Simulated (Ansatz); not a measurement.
**CdRu2, from a guessed structure to a relaxed one**

Starting from a made-up structure for CdRu2, the aim is the relaxed cell, its shortest contacts and, where a second run follows, its electronic structure.

Method: DFT, PBEsol, plane-wave PAW, files of the set soft_1, scalar-relativistic, no spin, cell and ions relaxed at zero pressure; PAW set soft_1, in the first sound run; inputs show where later runs differ, in Ansatz 0.2.0.

## Step 1: The structure

Symmetry: Fd-3m, No. 227, cubic system. The conventional cell has a = 6.921 Å, b = 6.921 Å, c = 6.921 Å, α = 90.00°, β = 90.00°, γ = 90.00°. Cd has 12 Ru at 2.87 Å and 4 Cd at 3.00 Å nearest. Nearest to Ru lie 6 Ru at 2.45 Å and 6 Cd at 2.87 Å. Farther neighbours are not listed.

## Step 2: Relaxing cell and atoms

The guessed cell has no reason to be at equilibrium. It is relaxed with the atoms, within the space group of the guess.

input.yaml

```yaml
crystal:
  lattice:
    - [0.0, 3.4605, 3.4605]
    - [3.4605, 0.0, 3.4605]
    - [3.4605, 3.4605, 0.0]
  atoms:
    - { symbol: Cd, position: [0.0, 0.0, 0.0] }
    - { symbol: Cd, position: [0.25, 0.25, 0.25] }
    - { symbol: Ru, position: [0.125, 0.625, 0.625] }
    - { symbol: Ru, position: [0.625, 0.625, 0.625] }
    - { symbol: Ru, position: [0.625, 0.125, 0.625] }
    - { symbol: Ru, position: [0.625, 0.625, 0.125] }
kpoints:
  mp_grid: { grid: [7, 7, 7] }
scf:
  occupations: { method: fermi_dirac, width: 0.05 }
hamiltonian:
  xc: pbesol
  pseudopotentials: { kind: paw, azcp: { folder: soft_1 }, xc_functional: pbe }
relax:
  f_tol: 0.015
  max_steps: 70
  cell: {}
output:
  forces: true
  stress: true
```

Launch:

```console
> ansatz run input.yaml --threads 4 --pin off --max-ram 10240MiB --backend cpu --events-out ev --progress --plain --runs-dir out
```

Numbers of over 12 decimals in the logs are rounded to 6 here.

Log:

```text
Engine: ansatz 0.2.0, aarch64-unknown-linux-gnu
Pseudopotentials: kind: paw
Pseudopotential: Cd, paw, valence charge 20, recommended cutoff 420 eV (normal), soft_1/Cd.paw.azcp
Pseudopotential: Ru, paw, valence charge 16, recommended cutoff 420 eV (normal), soft_1/Ru.paw.azcp
Functional definition: PBEsol
  exchange = pbesol_x
  correlation = pbesol_c
Crystal: 6 atoms, lattice volume = 82.879 Å³
Basis set: ecut = 420 eV, 1639 PW (Γ), exchange–correlation on 72×72×72 points (8 copies of the dense FFT grid, shifted against one another)
Bands: 63, of which v1, the nominal top of the filled ones, is band 52 counted from 1 (51 counted from 0)
Symmetry: 48 space group operations
Space group: Fd-3m (ITA 227), of the structure as read, at distance tolerance 4.4e-5 Å
k-points: 20 of 343
Non-local potential: Cd, projectors of the file, l = 0: 3, l = 1: 2, l = 2: 2, l = 3: 1
Non-local potential: Ru, projectors of the file, l = 0: 3, l = 1: 2, l = 2: 2, l = 3: 1
PAW form: soft (Blöchl's): semilocal exchange-correlation on the pseudo side does not see the compensation charge
PAW frozen core: Cd, regenerated for the run's functional, and the local potential with it (the file was generated under x = pbe(κ = 0.804, μ = 0.219515), c = pbe(β = 0.066725))
PAW frozen core: Ru, regenerated for the run's functional, and the local potential with it (the file was generated under x = pbe(κ = 0.804, μ = 0.219515), c = pbe(β = 0.066725))
PAW one-centre angular grid: Cd, 590 points (default); XC on 64 Gauss nodes
PAW one-centre angular grid: Ru, 590 points (default); XC on 64 Gauss nodes
Initial density: superposition of atomic densities (chi_scale 0.1, normalization cell, long waves kept (reshape's long-wave potential 0.00 eV rms))
Initial wavefunctions: pseudopotential atomic-orbital guess
Functional: x = pbesol(κ = 0.804, μ = 0.123457), c = pbesol(β = 0.046)
SCF iter   1: F=—  HF=-39633.562520 eV  |F-HF|=—  |Δ(HF+E_count)|=         —  Δρ=1.21e-1  dr2=1.42e1  ethr=3.10e-3  ⟨swp⟩=6.0  Hψ=4178  notcnv=0  defer=6
preconditioner: auto → Kerker (q_TF=auto, 2.833 Å⁻¹)  [metal: Δε(μ)=0.050 eV  Ē_g=9.695 eV  σ=0.050 eV  W_gap=0.24  n_scr=26 (ndim 8)  ℏωp=30.5 eV  f_vac=0.000  D(μ)=6.69/eV (n_scr^D=64)]
SCF iter   2: F=—  HF=-39630.801577 eV  |F-HF|=—  |Δ(HF+E_count)|=    2.76e0  Δρ=5.73e-2  dr2=3.35e0  ethr=3.10e-3  ⟨swp⟩=2.0  Hψ=1964  notcnv=0  defer=50
SCF iter   3: F=—  HF=-39630.021718 eV  |F-HF|=—  |Δ(HF+E_count)|=   7.80e-1  Δρ=8.84e-3  dr2=7.26e-2  ethr=3.10e-3  ⟨swp⟩=2.0  Hψ=1717  notcnv=0  defer=50
SCF iter   4: F=—  HF=-39630.013844 eV  |F-HF|=—  |Δ(HF+E_count)|=   7.87e-3  Δρ=2.38e-3  dr2=6.89e-3  ethr=6.98e-5  ⟨swp⟩=2.6  Hψ=1879  notcnv=0  defer=53
SCF iter   5: F=—  HF=-39630.011719 eV  |F-HF|=—  |Δ(HF+E_count)|=   2.12e-3  Δρ=7.90e-4  dr2=1.21e-3  ethr=6.62e-6  ⟨swp⟩=2.3  Hψ=1945  notcnv=0  defer=53
SCF iter   6: F=—  HF=-39630.011383 eV  |F-HF|=—  |Δ(HF+E_count)|=   3.36e-4  Δρ=1.95e-4  dr2=4.28e-5  ethr=1.16e-6  ⟨swp⟩=2.0  Hψ=1560  notcnv=0  defer=53
SCF iter   7: F=—  HF=-39630.011371 eV  |F-HF|=—  |Δ(HF+E_count)|=   1.21e-5  Δρ=7.06e-5  dr2=2.03e-6  ethr=4.11e-8  ⟨swp⟩=2.0  Hψ=1581  notcnv=0  defer=53
SCF iter   8: F=—  HF=-39630.011371 eV  |F-HF|=—  |Δ(HF+E_count)|=   3.88e-7  Δρ=1.71e-5  dr2=1.61e-7  ethr=1.95e-9  ⟨swp⟩=2.5  Hψ=2086  notcnv=0  defer=53
SCF iter   9: F=-39630.011371 eV  HF=-39630.011371 eV  |F-HF|=6.04e-10  |Δ(HF+E_count)|=   2.56e-8  Δρ=2.31e-6  dr2=2.35e-9  ethr=9.62e-11  ⟨swp⟩=4.0  Hψ=3754  notcnv=0
SCF 1 converged in 9 iterations: F = -39630.011371 eV  dr2 = 2.35e-9
  greatest PAW one-centre occupation: 1.000 electrons in one spin orbital (limit 2), on the Cd atom at site 1 (counted from 0), in its partial waves of l = 0
relax step   1: F+E_penalty+E_count = -39630.01137068 eV  Δ(F+E_penalty+E_count) = +0.000e0 eV  max|allowed force component| = 2.236e-17 eV/Å  Δτ_max = 0.0000 Å  P = +38.531 GPa  Ω = 82.879 Å³  (9 SCF iters, dr2 threshold 1.00e-7 eV, accepted)
Crystal: 6 atoms, lattice volume = 95.601 Å³
Basis set: ecut = 420 eV, 1893 PW (Γ), exchange–correlation on 72×72×72 points (8 copies of the dense FFT grid, shifted against one another)
Initial density: handed on by an earlier stage of this run
Initial wavefunctions: those handed on with the density
iter 1 solved again at ethr=3.95e-5 eV; its pass at ethr=3.10e-3 eV (dr2=4.10e-2 eV) is discarded
SCF iter   1: F=—  HF=-39631.288552 eV  |F-HF|=—  |Δ(HF+E_count)|=         —  Δρ=7.89e-3  dr2=4.38e-2  ethr=3.95e-5  ⟨swp⟩=2.2  Hψ=5269  notcnv=0
preconditioner: auto → Kerker (q_TF=auto, 2.767 Å⁻¹)  [metal: Δε(μ)=0.009 eV  Ē_g=8.093 eV  σ=0.050 eV  W_gap=0.05  n_scr=26 (ndim 8)  ℏωp=28.4 eV  f_vac=0.000  D(μ)=12.33/eV (n_scr^D=168)]
SCF iter   2: F=—  HF=-39631.284840 eV  |F-HF|=—  |Δ(HF+E_count)|=   3.71e-3  Δρ=4.34e-3  dr2=1.40e-2  ethr=3.95e-5  ⟨swp⟩=2.0  Hψ=1323  notcnv=0
SCF iter   3: F=—  HF=-39631.283040 eV  |F-HF|=—  |Δ(HF+E_count)|=   1.80e-3  Δρ=7.14e-4  dr2=4.85e-4  ethr=1.34e-5  ⟨swp⟩=2.1  Hψ=1514  notcnv=0
SCF iter   4: F=—  HF=-39631.282987 eV  |F-HF|=—  |Δ(HF+E_count)|=   5.30e-5  Δρ=2.49e-4  dr2=5.97e-5  ethr=4.66e-7  ⟨swp⟩=2.0  Hψ=1680  notcnv=0
SCF iter   5: F=—  HF=-39631.282983 eV  |F-HF|=—  |Δ(HF+E_count)|=   4.13e-6  Δρ=4.59e-5  dr2=3.37e-6  ethr=5.74e-8  ⟨swp⟩=2.6  Hψ=2041  notcnv=0
SCF iter   6: F=-39631.282982 eV  HF=-39631.282982 eV  |F-HF|=3.34e-7  |Δ(HF+E_count)|=   5.11e-7  Δρ=2.08e-5  dr2=4.25e-7  ethr=5.77e-10  ⟨swp⟩=4.0  Hψ=3779  notcnv=0
SCF 2 converged in 6 iterations: F = -39631.282982 eV  dr2 = 4.25e-7
relax step   2: F+E_penalty+E_count = -39631.28298198 eV  Δ(F+E_penalty+E_count) = -1.272e0 eV  max|allowed force component| = 2.853e-17 eV/Å  Δτ_max = 0.0000 Å  P = -1.084 GPa  Ω = 95.601 Å³  energy of the carried Pulay correction = -1.577e-2 eV  (6 SCF iters, dr2 threshold 6.00e-7 eV, accepted)
Crystal: 6 atoms, lattice volume = 95.201 Å³
Basis set: ecut = 420 eV, 1837 PW (Γ), exchange–correlation on 72×72×72 points (8 copies of the dense FFT grid, shifted against one another)
iter 1 solved again at ethr=5.46e-8 eV; its pass at ethr=3.10e-3 eV (dr2=5.68e-5 eV) is discarded
SCF iter   1: F=—  HF=-39631.285119 eV  |F-HF|=—  |Δ(HF+E_count)|=         —  Δρ=2.75e-4  dr2=6.98e-5  ethr=5.46e-8  ⟨swp⟩=2.0  Hψ=4947  notcnv=0
preconditioner: auto → Kerker (q_TF=auto, 2.769 Å⁻¹)  [metal: Δε(μ)=0.010 eV  Ē_g=8.094 eV  σ=0.050 eV  W_gap=0.05  n_scr=26 (ndim 8)  ℏωp=28.5 eV  f_vac=0.000  D(μ)=12.06/eV (n_scr^D=168)]
SCF iter   2: F=—  HF=-39631.285110 eV  |F-HF|=—  |Δ(HF+E_count)|=   8.71e-6  Δρ=1.52e-4  dr2=2.12e-5  ethr=5.46e-8  ⟨swp⟩=1.0  Hψ=1260  notcnv=0
iter 3 did not close the SCF: its close was put off for the readings that it lacked (scf_convergence_deferred on its scf_iter line)
SCF iter   3: F=-39631.285106 eV  HF=-39631.285106 eV  |F-HF|=2.89e-7  |Δ(HF+E_count)|=   3.74e-6  Δρ=2.19e-5  dr2=4.92e-7  ethr=2.04e-8  ⟨swp⟩=2.0  Hψ=1519  notcnv=0
iter 4 did not close the SCF: its close was put off for the readings that it lacked (scf_convergence_deferred on its scf_iter line)
SCF iter   4: F=-39631.285106 eV  HF=-39631.285106 eV  |F-HF|=5.25e-8  |Δ(HF+E_count)|=   9.14e-8  Δρ=7.77e-6  dr2=7.89e-8  ethr=4.73e-10  ⟨swp⟩=2.5  Hψ=2165  notcnv=0
iter 5 did not close the SCF: its close was put off for the readings that it lacked (scf_convergence_deferred on its scf_iter line)
SCF iter   5: F=-39631.285106 eV  HF=-39631.285106 eV  |F-HF|=5.75e-9  |Δ(HF+E_count)|=   1.23e-8  Δρ=2.10e-6  dr2=8.09e-9  ethr=7.58e-11  ⟨swp⟩=2.2  Hψ=2009  notcnv=0
SCF iter   6: F=-39631.285106 eV  HF=-39631.285106 eV  |F-HF|=4.00e-10  |Δ(HF+E_count)|=   2.18e-9  Δρ=6.02e-7  dr2=5.92e-10  ethr=7.78e-12  ⟨swp⟩=1.0  Hψ=2853  notcnv=0
SCF 3 converged in 6 iterations: F = -39631.285106 eV  dr2 = 5.92e-10
relax step   3: F+E_penalty+E_count = -39631.28510611 eV  Δ(F+E_penalty+E_count) = -2.124e-3 eV  max|allowed force component| = 6.014e-17 eV/Å  Δτ_max = 0.0000 Å  P = -0.245 GPa  Ω = 95.201 Å³  energy of the carried Pulay correction = -1.531e-2 eV  (6 SCF iters, dr2 threshold 6.00e-7 eV, accepted)
Crystal: 6 atoms, lattice volume = 95.085 Å³
iter 1 solved again at ethr=4.43e-9 eV; its pass at ethr=3.10e-3 eV (dr2=4.61e-6 eV) is discarded
SCF iter   1: F=—  HF=-39631.285328 eV  |F-HF|=—  |Δ(HF+E_count)|=         —  Δρ=7.71e-5  dr2=5.72e-6  ethr=4.43e-9  ⟨swp⟩=2.0  Hψ=4784  notcnv=0
preconditioner: auto → Kerker (q_TF=auto, 2.769 Å⁻¹)  [metal: Δε(μ)=0.010 eV  Ē_g=8.102 eV  σ=0.050 eV  W_gap=0.05  n_scr=26 (ndim 8)  ℏωp=28.5 eV  f_vac=0.000  D(μ)=12.04/eV (n_scr^D=168)]
SCF iter   2: F=—  HF=-39631.285328 eV  |F-HF|=—  |Δ(HF+E_count)|=   9.88e-8  Δρ=4.26e-5  dr2=1.80e-6  ethr=4.43e-9  ⟨swp⟩=1.0  Hψ=1260  notcnv=0
iter 3 did not close the SCF: its close was put off for the readings that it lacked (scf_convergence_deferred on its scf_iter line)
SCF iter   3: F=-39631.285328 eV  HF=-39631.285328 eV  |F-HF|=3.22e-8  |Δ(HF+E_count)|=   3.20e-7  Δρ=6.12e-6  dr2=4.86e-8  ethr=1.73e-9  ⟨swp⟩=2.0  Hψ=1499  notcnv=0
iter 4 did not close the SCF: its close was put off for the readings that it lacked (scf_convergence_deferred on its scf_iter line)
SCF iter   4: F=-39631.285328 eV  HF=-39631.285328 eV  |F-HF|=6.58e-9  |Δ(HF+E_count)|=   9.95e-9  Δρ=2.34e-6  dr2=8.89e-9  ethr=4.68e-11  ⟨swp⟩=2.1  Hψ=1702  notcnv=0
iter 5 did not close the SCF: its close was put off for the readings that it lacked (scf_convergence_deferred on its scf_iter line)
SCF iter   5: F=-39631.285328 eV  HF=-39631.285328 eV  |F-HF|=5.46e-10  |Δ(HF+E_count)|=   1.83e-9  Δρ=6.76e-7  dr2=7.53e-10  ethr=8.55e-12  ⟨swp⟩=2.5  Hψ=1673  notcnv=0
SCF iter   6: F=-39631.285328 eV  HF=-39631.285328 eV  |F-HF|=2.18e-11  |Δ(HF+E_count)|=  2.26e-10  Δρ=1.96e-7  dr2=5.23e-11  ethr=1.00e-12  ⟨swp⟩=1.0  Hψ=3269  notcnv=0
SCF 4 converged in 6 iterations: F = -39631.285328 eV  dr2 = 5.23e-11
relax step   4: F+E_penalty+E_count = -39631.28532780 eV  Δ(F+E_penalty+E_count) = -2.217e-4 eV  max|allowed force component| = 5.204e-17 eV/Å  Δτ_max = 0.0000 Å  P = +0.002 GPa  Ω = 95.085 Å³  energy of the carried Pulay correction = -1.518e-2 eV  (6 SCF iters, dr2 threshold 1.50e-7 eV, accepted)
Initial wavefunctions: pseudopotential atomic-orbital guess (no wavefunctions were taken with the density)
iter 1 solved again at ethr=8.58e-8 eV; its pass at ethr=3.10e-3 eV (dr2=8.93e-5 eV) is discarded
SCF iter   1: F=—  HF=-39631.302548 eV  |F-HF|=—  |Δ(HF+E_count)|=         —  Δρ=1.15e-3  dr2=3.82e-5  ethr=8.58e-8  ⟨swp⟩=3.0  Hψ=7144  notcnv=0
preconditioner: auto → Kerker (q_TF=auto, 2.769 Å⁻¹)  [metal: Δε(μ)=0.010 eV  Ē_g=8.101 eV  σ=0.050 eV  W_gap=0.05  n_scr=26 (ndim 8)  ℏωp=28.5 eV  f_vac=0.000  D(μ)=12.04/eV (n_scr^D=168)]
SCF iter   2: F=—  HF=-39631.303000 eV  |F-HF|=—  |Δ(HF+E_count)|=   4.53e-4  Δρ=5.83e-4  dr2=1.00e-5  ethr=3.68e-8  ⟨swp⟩=1.0  Hψ=1260  notcnv=0
SCF iter   3: F=—  HF=-39631.303171 eV  |F-HF|=—  |Δ(HF+E_count)|=   1.71e-4  Δρ=3.98e-5  dr2=1.16e-7  ethr=9.64e-9  ⟨swp⟩=1.0  Hψ=1260  notcnv=0
SCF iter   4: F=—  HF=-39631.303173 eV  |F-HF|=—  |Δ(HF+E_count)|=   2.32e-6  Δρ=5.69e-6  dr2=1.21e-8  ethr=1.12e-10  ⟨swp⟩=2.1  Hψ=2067  notcnv=0
SCF iter   5: F=—  HF=-39631.303173 eV  |F-HF|=—  |Δ(HF+E_count)|=   7.95e-9  Δρ=1.22e-6  dr2=8.40e-10  ethr=1.17e-11  ⟨swp⟩=2.0  Hψ=1662  notcnv=0
SCF iter   6: F=-39631.303173 eV  HF=-39631.303173 eV  |F-HF|=0.00e0  |Δ(HF+E_count)|=  1.02e-10  Δρ=2.41e-7  dr2=4.25e-11  ethr=1.00e-12  ⟨swp⟩=4.2  Hψ=4009  notcnv=0
SCF 5 converged in 6 iterations: F = -39631.303173 eV  dr2 = 4.25e-11
relax step   5: F+E_penalty+E_count = -39631.30317350 eV  Δ(F+E_penalty+E_count) = -1.785e-2 eV  max|allowed force component| = 5.937e-17 eV/Å  Δτ_max = 0.0000 Å  P = +0.108 GPa  Ω = 95.085 Å³  stress off target by 1.08e-1 GPa  SCF on the basis re-selected at this cell (its energy is not comparable with the rows above)  (6 SCF iters)
basis re-selected at this cell: Δ(F+E_penalty+E_count) = -1.785e-2 eV, ΔP = +0.105 GPa vs the last step (what re-selecting the basis moved, of the pressure what is left beyond the Pulay correction that the steps carried, after the strain that the cell walked since its last selection, with what the two solves' SCF thresholds leave and, on support functions, any second-order correction that the steps lacked; it is no m [...]
Crystal: 6 atoms, lattice volume = 95.136 Å³
iter 1 solved again at ethr=7.93e-10 eV; its pass at ethr=3.10e-3 eV (dr2=8.25e-7 eV) is discarded
SCF iter   1: F=—  HF=-39631.303148 eV  |F-HF|=—  |Δ(HF+E_count)|=         —  Δρ=3.34e-5  dr2=1.08e-6  ethr=7.93e-10  ⟨swp⟩=2.0  Hψ=4802  notcnv=0
preconditioner: auto → Kerker (q_TF=auto, 2.769 Å⁻¹)  [metal: Δε(μ)=0.010 eV  Ē_g=8.097 eV  σ=0.050 eV  W_gap=0.05  n_scr=26 (ndim 8)  ℏωp=28.5 eV  f_vac=0.000  D(μ)=12.05/eV (n_scr^D=168)]
SCF iter   2: F=—  HF=-39631.303149 eV  |F-HF|=—  |Δ(HF+E_count)|=   5.66e-7  Δρ=1.82e-5  dr2=3.28e-7  ethr=7.93e-10  ⟨swp⟩=1.0  Hψ=1260  notcnv=0
iter 3 did not close the SCF: its close was put off for the readings that it lacked (scf_convergence_deferred on its scf_iter line)
SCF iter   3: F=-39631.303148 eV  HF=-39631.303148 eV  |F-HF|=7.02e-9  |Δ(HF+E_count)|=   5.56e-8  Δρ=2.87e-6  dr2=1.05e-8  ethr=3.16e-10  ⟨swp⟩=2.0  Hψ=1490  notcnv=0
iter 4 did not close the SCF: its close was put off for the readings that it lacked (scf_convergence_deferred on its scf_iter line)
SCF iter   4: F=-39631.303148 eV  HF=-39631.303148 eV  |F-HF|=1.18e-9  |Δ(HF+E_count)|=   2.31e-9  Δρ=1.02e-6  dr2=1.63e-9  ethr=1.01e-11  ⟨swp⟩=2.5  Hψ=2088  notcnv=0
iter 5 did not close the SCF: its close was put off for the readings that it lacked (scf_convergence_deferred on its scf_iter line)
SCF iter   5: F=-39631.303148 eV  HF=-39631.303148 eV  |F-HF|=1.16e-10  |Δ(HF+E_count)|=  3.06e-10  Δρ=2.98e-7  dr2=1.42e-10  ethr=1.57e-12  ⟨swp⟩=2.5  Hψ=1749  notcnv=0
SCF iter   6: F=-39631.303148 eV  HF=-39631.303148 eV  |F-HF|=1.46e-11  |Δ(HF+E_count)|=  5.82e-11  Δρ=8.56e-8  dr2=1.08e-11  ethr=1.00e-12  ⟨swp⟩=1.0  Hψ=2600  notcnv=0
SCF 6 converged in 6 iterations: F = -39631.303148 eV  dr2 = 1.08e-11
relax step   6: F+E_penalty+E_count = -39631.30314845 eV  Δ(F+E_penalty+E_count) = +2.504e-5 eV  max|allowed force component| = 5.243e-17 eV/Å  Δτ_max = 0.0000 Å  P = +0.001 GPa  Ω = 95.136 Å³  energy of the carried Pulay correction = -4.218e-5 eV  (6 SCF iters, dr2 threshold 2.91e-8 eV, accepted)
iter 1 solved again at ethr=8.10e-8 eV; its pass at ethr=3.10e-3 eV (dr2=8.42e-5 eV) is discarded
SCF iter   1: F=—  HF=-39631.303188 eV  |F-HF|=—  |Δ(HF+E_count)|=         —  Δρ=9.24e-7  dr2=5.33e-10  ethr=8.10e-8  ⟨swp⟩=3.0  Hψ=7165  notcnv=0
eigensolver tolerance schedule: the retry pair's looser diagonalisation over-reported the residual by 157978.35 of it (diagonalisation noise at an unbounded share of the residual, at the tolerance the schedule requests for it); recorded, not acted on — ethr = c·dr2/N_el stays at c = 1.0e-1
SCF iter   2: F=—  HF=-39631.303177 eV  |F-HF|=—  |Δ(HF+E_count)|=   1.14e-5  Δρ=6.35e-7  dr2=1.59e-10  ethr=1.00e-12  ⟨swp⟩=3.5  Hψ=3336  notcnv=0
iter 3 did not close the SCF: its close was put off for the readings that it lacked (scf_convergence_deferred on its scf_iter line)
SCF iter   3: F=-39631.303177 eV  HF=-39631.303177 eV  |F-HF|=1.46e-11  |Δ(HF+E_count)|=  1.46e-11  Δρ=3.45e-7  dr2=5.15e-11  ethr=1.00e-12  ⟨swp⟩=1.0  Hψ=1260  notcnv=0
iter 4 did not close the SCF: its close was put off for the readings that it lacked (scf_convergence_deferred on its scf_iter line)
SCF iter   4: F=-39631.303177 eV  HF=-39631.303177 eV  |F-HF|=7.28e-12  |Δ(HF+E_count)|=    0.00e0  Δρ=7.86e-8  dr2=6.15e-12  ethr=1.00e-12  ⟨swp⟩=1.0  Hψ=1260  notcnv=0
iter 5 did not close the SCF: its close was put off for the readings that it lacked (scf_convergence_deferred on its scf_iter line)
SCF iter   5: F=-39631.303177 eV  HF=-39631.303177 eV  |F-HF|=2.91e-11  |Δ(HF+E_count)|=  1.46e-11  Δρ=2.10e-8  dr2=9.71e-13  ethr=1.00e-12  ⟨swp⟩=1.0  Hψ=1260  notcnv=0
iter 6 did not close the SCF: its close was put off for the readings that it lacked (scf_convergence_deferred on its scf_iter line)
SCF iter   6: F=-39631.303177 eV  HF=-39631.303177 eV  |F-HF|=0.00e0  |Δ(HF+E_count)|=  1.46e-11  Δρ=9.16e-9  dr2=1.06e-13  ethr=1.00e-12  ⟨swp⟩=1.0  Hψ=1260  notcnv=0
SCF iter   7: F=-39631.303177 eV  HF=-39631.303177 eV  |F-HF|=0.00e0  |Δ(HF+E_count)|=    0.00e0  Δρ=4.03e-9  dr2=2.15e-14  ethr=1.00e-12  ⟨swp⟩=1.0  Hψ=2600  notcnv=0
SCF 7 converged in 7 iterations: F = -39631.303177 eV  dr2 = 2.15e-14
relax step   7: F+E_penalty+E_count = -39631.30317699 eV  Δ(F+E_penalty+E_count) = -2.854e-5 eV  max|allowed force component| = 4.664e-17 eV/Å  Δτ_max = 0.0000 Å  P = +0.001 GPa  Ω = 95.136 Å³  stress off target by 1.04e-3 GPa  SCF on the basis re-selected at this cell (its energy is not comparable with the rows above)  (7 SCF iters)
basis re-selected at this cell: Δ(F+E_penalty+E_count) = -2.854e-5 eV, ΔP = +0.000 GPa vs the last step (what re-selecting the basis moved, of the pressure what is left beyond the Pulay correction that the steps carried, after the strain that the cell walked since its last selection, with what the two solves' SCF thresholds leave and, on support functions, any second-order correction that the steps lacked; it is no m [...]
SCF converged after 7 iterations
Free energy (F): -39631.303177 eV
Harris-Foulkes:  -39631.303177 eV  (|F-HF|=0.00e0)
Internal energy: -39631.207224 eV  (E = F + TS)
E sigma→0 (E₀):  -39631.255200 eV
Entropy (-TS):   -0.095953 eV (-15.992 meV/atom)
Fermi energy:    19.610880 eV
--- Per-component energies (eV) ---
  E_band       = -1005.322437
  E_kinetic    = 2723.568913
  E_local      = -10861.214589  (includes V_loc(G=0)·N_el)
  E_nonlocal   = 1914.636317
  E_hartree    = 4363.709977
  E_xc         = -986.868931
  E_vxc        = -1248.832158  (∫ρ·V_xc dr)
  E_paw        = -21820.719316  (= ΣΔE_a)
  E_vpaw       = -2260.904015  (= ΣTr[D̂ρ^β])
  E_aug_tail   = 0.003143  (compensation charges beyond the density's cutoff)
  E_ewald      = -14966.019847
  E_core_change = 1.697108  (= ΣΔE_core)
  E_smearing   = -0.095953  (= −TS)
  E_closure    = 0.000000  (closes the sum)
  Σ components = -39631.303177   (vs F -39631.303177, Δ=0.00e0)
--- Forces (eV/Å), atoms counted from 1 ---
  atom   1  Cd     0.00000000     0.00000000     0.00000000
  atom   2  Cd    -0.00000000    -0.00000000    -0.00000000
  atom   3  Ru     0.00000000    -0.00000000     0.00000000
  atom   4  Ru     0.00000000     0.00000000     0.00000000
  atom   5  Ru     0.00000000    -0.00000000     0.00000000
  atom   6  Ru     0.00000000    -0.00000000     0.00000000
  max |Σ_I F_I| component: 4.63e-18 eV/Å
--- Stress (GPa, compression-positive) ---
        0.001041       0.000000       0.000000
        0.000000       0.001041       0.000000
        0.000000       0.000000       0.001041
  P = ⅓ Tr σ = 0.0010 GPa (0.010 kbar)
--- Relaxed structure (5 steps of the walk, 5 accepted, 2 SCFs on fresh bases) ---
  F+E_penalty+E_count = -39631.30317699 eV   max|allowed force component| = 4.664e-17 eV/Å   (the final SCF, on the basis selected at the relaxed cell)
  cell:  # Å, volume = 95.1360 Å³
    - [0, 3.623305, 3.623305]
    - [3.623305, 0, 3.623305]
    - [3.623305, 3.623305, 0]
  atoms:
    - { symbol: Cd, position: [0, 0, 0] }
    - { symbol: Cd, position: [0.25, 0.25, 0.25] }
    - { symbol: Ru, position: [0.125, 0.625, 0.625] }
    - { symbol: Ru, position: [0.625, 0.625, 0.625] }
    - { symbol: Ru, position: [0.625, 0.125, 0.625] }
    - { symbol: Ru, position: [0.625, 0.625, 0.125] }
```

Run time: 13 s. Hardware: 4 threads of Arm Neoverse V1, shared host; peak memory 0.49 GiB; 45 s of CPU time.

[end of part 1 of 2]

[Logs are printed without paths, hosts, clocks, repeated set-up lines and the standing remarks that a program may print on its own settings, such as how far it seeks lower states.]

[Hosts, paths, dates, database ids (printed as entryN), source tags and the programs' standing remarks are cut or masked in the printed files.]
